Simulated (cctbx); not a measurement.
**Reading a Patterson map**

Space group P-62m (no. 189), a = 8.2430 Å, b = 8.2430 Å, c = 4.4630 Å, α = 90.00°, β = 90.00°, γ = 120.00°, content Dy2 Y6 Mn1.

The data are simulated with cctbx, not measured: Ag Kα, λ = 0.56087 Å, to d = 0.8 Å, 95 % of the full sphere, strongest reflection 40000 counts, noise from counting, a 1.5 % proportional error and a noise floor of 15 counts (s.d.); no absorption, some extinction.

Patterson synthesis, origin scaled to 1000:

```text
Patterson group P 6/m m m
      u       v       w   height  length (A)
  0.000   0.000   0.000   1000.0     0.00
  0.333   0.667   0.000    229.6     4.76
  0.333   0.667   0.500    149.2     5.26
  0.092   0.429   0.000    129.3     3.23
  0.053   0.334   0.500    118.0     3.40
  0.198   0.396   0.500     86.6     3.60
  0.206   0.603   0.000     73.2     4.38
  0.242   0.484   0.000     62.1     3.46
  0.053   0.106   0.205     19.8     1.19
  0.078   0.156   0.000     14.1     1.11
  0.000   0.000   0.281     13.8     1.26
  0.000   0.144   0.000     12.6     1.19
  0.000   0.201   0.277      9.4     2.07
  0.000   0.500   0.000      9.2     4.12
```

Q: Assign the vectors.

A peak at u stands for all pairs with xi − xj = u, with weight Σ ZiZj against Σ Z² = 18463 at the origin. Peak heights follow these weights only roughly, since form factors, motion and series ripples differ, all vectors within 0.55 Å of a peak are counted as merged into it though the farther ones add only part of their weight, and F(000) is left out, which lowers the whole map:

| u | v | w | shortest length (Å) | height | 1000 ΣZiZj/ΣZ² | pairs in the cell |
| --- | --- | --- | --- | --- | --- | --- |
| 0.333 | 0.667 | 0.000 | 4.75 | 230 | 236 | 1 × Dy–Dy |
| 0.333 | 0.667 | 0.500 | 5.25 | 149 | 179 | 2 × Dy–Mn |
| 0.092 | 0.429 | 0.000 | 3.22 | 129 | 139 | 1 × Dy–Y |
| 0.053 | 0.334 | 0.500 | 3.40 | 118 | 139 | 1 × Dy–Y |
| 0.198 | 0.396 | 0.500 | 3.60 | 87 | 165 | 2 × Y–Y |
| 0.206 | 0.603 | 0.000 | 4.38 | 73 | 82 | 1 × Y–Y |
| 0.242 | 0.484 | 0.000 | 3.46 | 62 | 82 | 1 × Y–Y |

The table stops at ten peaks or at a height of 45, below which ripples compete. In the model behind the data Dy, the heaviest element, has 1 independent site: (2/3, 1/3, 0), up to an allowed shift of origin; the Dy–Dy vectors are differences of these positions and their symmetry mates. The whole model:

| atom | mult. | x | y | z | Ueq (Å²) |
| --- | --- | --- | --- | --- | --- |
| Dy1 | 2 | 2/3 | 1/3 | 0 | 0.0044 |
| Y1 | 3 | 0.6060 | 0 | 1/2 | 0.0052 |
| Y2 | 3 | 0 | 0.2332 | 0 | 0.0038 |
| Mn1 | 1 | 0 | 0 | 1/2 | 0.0046 |

This is a model crystal, built by substitution and not relaxed, with assumed displacement parameters.

[Logs are printed without paths, hosts, clocks, repeated set-up lines and the standing remarks that a program may print on its own settings, such as how far it seeks lower states.]
